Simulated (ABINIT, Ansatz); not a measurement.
# Te (P3_121): one start, several treatments of the self-energy, part 2 of 2

Wanted: the gap of Te (P3_121) under several approximations, with cost.

ABINIT 10.8.3; PBE and many-body steps on it, plane waves. Known limits of the many-body steps: not at the basis limit; model gap, bands may invert with spin-orbit coupling; screening runs away on this mesh; no spin-orbit coupling; coarse k mesh.

So far. Step 4 (G0W0, Godby-Needs plasmon pole): The gap on the mesh goes from 0.18 eV to 0.46 eV, a correction of +0.27 eV. Step 5 (G0W0, Engel-Farid plasmon pole): Against G0W0 in ABINIT (3×3×2 mesh, 303 bands, screening to 176.9 eV, Godby-Needs plasmon pole), the gap moves by −0.017 eV.

## Step 6: G0W0, Hybertsen-Louie plasmon pole

Level of this step: G0W0 on PBE, plane waves, norm-conserving pseudopotentials (ABINIT).

The input, run.abi:

```
acell 3*1.0 Angstrom
rprim 
  4.457199999972 0.000000000006 0.000000000000
  -2.228599999992 3.860048429721 0.000000000000
  0.000000000000 0.000000000000 5.929000000000
ntypat 1
znucl 52
natom 3
typat 1 1 1
xred 
  0.263300000000 0.000000000000 0.333333333333
  0.000000000000 0.263300000000 0.666666666667
  0.736700000000 0.736700000000 -0.000000000000
pp_dirpath "pseudos"
pseudos "Te.upf"
ecut 39
ngkpt 3 3 2
nshiftk 1
shiftk 0 0 0
kptopt 1
chksymbreak 0
istwfk *1
occopt 1
irdwfk 1
optdriver 4
nband 303
gwcalctyp 0
ecutsigx 39
symsigma 1
nkptgw 2
kptgw 
  0.3333333333 0.3333333333 0.5000000000
  0.0000000000 0.0000000000 0.0000000000
bdgw 
  35 39
  34 38
ecuteps 6.5
irdscr 1
ppmodel 2
indata_prefix "in"
outdata_prefix "out"
tmpdata_prefix "tmp"
```

Command:

```sh
$ OMP_NUM_THREADS=1 mpirun -n 16 abinit run.abi > log
```

Numbers of over 12 decimals in the logs are rounded to 6 here.

Log:

```text
.Version 10.8.3 of ABINIT. v10.8.2 released Aug 2026.

 Symmetries : space group P3_1 2 1 (#152); Bravais hP (primitive hexag.)
[... echo of the input left out ...]
== DATASET  1 ==================================================================
-   mpi_nproc: 16, omp_nthreads: 1 (-1 if OMP is not activated)

--- !DatasetInfo
iteration_state: {dtset: 1, }
dimensions: {natom: 3, nkpt: 6, mband: 303, nsppol: 1, nspinor: 1, nspden: 1, mpw: 8029, }
cutoff_energies: {ecut:  39.0, pawecutdg:  -1.0, }
[...]
Band     E0 <VxcDFT>   SigX SigC(E0)      Z dSigC/dE  Sig(E)    E-E0       E
[...]
37   7.841 -13.079  -9.444  -4.144   0.855  -0.170 -13.514  -0.435   7.406
       38   7.841 -13.079  -9.444  -4.144   0.855  -0.170 -13.514  -0.435   7.406

== END DATASET(S) ==============================================================
================================================================================

 -outvars: echo values of variables after computation  --------
           etotal      0.0000000000E+00
            nband         303
             nkpt           6
          spgroup         152
 [... the other variables as echoed above ...]

 Calculation completed.
```

It took 18 s on 16 MPI ranks of Arm Neoverse V2, shared host; peak memory 4 GiB.

Numbers from this step:

```yaml
g0w0_gap_on_the_points_computed: 0.4410 eV
starting_gap_on_the_mesh: 0.1818 eV
k_of_the_valence_top: 0.3333, 0.3333, 0.5
k_of_the_conduction_bottom: 0.3333, 0.3333, 0.5
least_direct_g0w0_gap_on_the_computed_points: 0.4410 eV
```

Against G0W0 in ABINIT (3×3×2 mesh, 303 bands, screening to 176.9 eV, Godby-Needs plasmon pole), the gap moves by −0.014 eV.

## Step 7: One-shot Hartree-Fock

This step: one-shot Hartree-Fock on PBE, plane waves, norm-conserving pseudopotentials.

Edit run.abi of step 6 so:

```diff
@@ -25,4 +25,4 @@
 optdriver 4
-nband 303
-gwcalctyp 0
+nband 40
+gwcalctyp 5
 ecutsigx 39
@@ -36,5 +36,4 @@
   34 38
-ecuteps 6.5
-irdscr 1
-ppmodel 2
+ixc_sigma 40
+fftgw 31
 indata_prefix "in"
```

Log:

```text
.Version 10.8.3 of ABINIT. v10.8.2 released Aug 2026.

 Symmetries : space group P3_1 2 1 (#152); Bravais hP (primitive hexag.)
[... echo of the input left out ...]
== DATASET  1 ==================================================================
-   mpi_nproc: 16, omp_nthreads: 1 (-1 if OMP is not activated)

--- !DatasetInfo
iteration_state: {dtset: 1, }
dimensions: {natom: 3, nkpt: 6, mband: 40, nsppol: 1, nspinor: 1, nspden: 1, mpw: 8029, }
cutoff_energies: {ecut:  39.0, pawecutdg:  -1.0, }
[...]
Band     E0 <VxcDFT>   SigX SigC(E0)      Z dSigC/dE  Sig(E)    E-E0       E
[...]
37   7.841 -13.079  -9.444   0.000   1.000   0.000  -9.444   3.635  11.477
       38   7.841 -13.079  -9.444   0.000   1.000   0.000  -9.444   3.635  11.477

== END DATASET(S) ==============================================================
================================================================================

 -outvars: echo values of variables after computation  --------
           etotal      0.0000000000E+00
            nband          40
             nkpt           6
          spgroup         152
 [... the other variables as echoed above ...]

 Calculation completed.
```

The job ended after 2.6 s (16 MPI ranks; peak memory 0.17 GiB; 39 s of CPU time).

Numbers from this step:

| Property | Result |
| --- | --- |
| quasiparticle gap on the points computed | 4.744 eV |
| starting gap on the mesh | 0.1818 eV |
| k of the valence top | 0.3333, 0.3333, 0.5 |
| k of the conduction bottom | 0.3333, 0.3333, 0.5 |
| least direct quasiparticle gap on the computed points | 4.744 eV |

Against G0W0 in ABINIT (3×3×2 mesh, 303 bands, screening to 176.9 eV, Godby-Needs plasmon pole), the gap moves by +4.289 eV.

## Step 8: The runs together

Times are wall times on 16 MPI ranks of Arm Neoverse V2, shared host, good to a factor of about two. A run's time includes the screening step that it read.

```
                               run   mesh  bands  screening cutoff (eV)  DFT gap (eV)  gap on the mesh (eV)  direct (eV)  ε∞ used   time
    G0W0, Godby-Needs plasmon pole  3×3×2    303                  176.9         0.182                 0.455        0.455  1407.23  100 s
    G0W0, Engel-Farid plasmon pole  3×3×2    303                  176.9         0.182                 0.438        0.438  1407.23   95 s
G0W0, Hybertsen-Louie plasmon pole  3×3×2    303                  176.9         0.182                 0.441        0.441  1407.23   99 s
             one-shot Hartree-Fock  3×3×2      -                      -         0.182                 4.744        4.744        -  2.6 s
```

## Step 9: Summary of results

| Item | Value |
| --- | --- |
| G0W0, Godby-Needs plasmon pole | 0.455 eV |
| G0W0, Engel-Farid plasmon pole | 0.438 eV |
| G0W0, Hybertsen-Louie plasmon pole | 0.441 eV |
| one-shot Hartree-Fock | 4.744 eV |
| known limits | not at the basis limit; model gap, bands may invert with spin-orbit coupling; screening runs away on this mesh; no spin-orbit coupling; coarse k mesh |

G0W0, Engel-Farid plasmon pole: −0.017 eV against G0W0, Godby-Needs plasmon pole. G0W0, Hybertsen-Louie plasmon pole: −0.014 eV against G0W0, Godby-Needs plasmon pole. One-shot Hartree-Fock: +4.289 eV against G0W0, Godby-Needs plasmon pole. Bare exchange alone opens the gap to 4.74 eV; against G0W0, correlation takes back 4.29 eV. Bands and cutoff are finite, so the gap is not at the basis limit. The miss can reach some tenths of an eV and take either sign; the mesh is an error of its own. In the G0W0 runs levels were corrected at 2 k points alone, so a gap called «on the mesh» is the least over those, and an edge elsewhere would be missed. The 3×3×2 mesh is coarse for this cell, which bears on the long-range parts of exchange and screening. With atoms this heavy and so narrow a gap, spin-orbit coupling can invert the bands. These scalar-relativistic gaps are then model values, not to be set against experiment, and a spin-orbit change taken from DFT can't simply be added. For the PBE start: On this mesh the RPA ε∞ passes 90, more than nearly any semiconductor shows; a coarse mesh does this where one point with a narrow direct gap carries much weight. The screening is then too strong, and the G0W0 gap should not be taken as the material's.

[Paths, hosts, dates, memory and timing lines, banners, echoed tables and standing remarks are left out of the program output.]

[Logs are printed without paths, hosts, clocks, repeated set-up lines and the standing remarks that a program may print on its own settings, such as how far it seeks lower states.]

[Runs of the session that timed out or met a known fault of the program may be left out.]

[Hosts, paths, dates, database ids (printed as entryN), source tags and the programs' standing remarks are cut or masked in the printed files.]

[G0W0 gaps are taken among the corrected bands and points alone; a level outside them can change the order at an edge.]

[Where Ansatz stands beside ABINIT at settings called matched, ABINIT's density can come from a denser mesh and the files from another edition; pairs whose starting gaps differed by over 0.03 eV were left out, so agreement reads better than it is.]
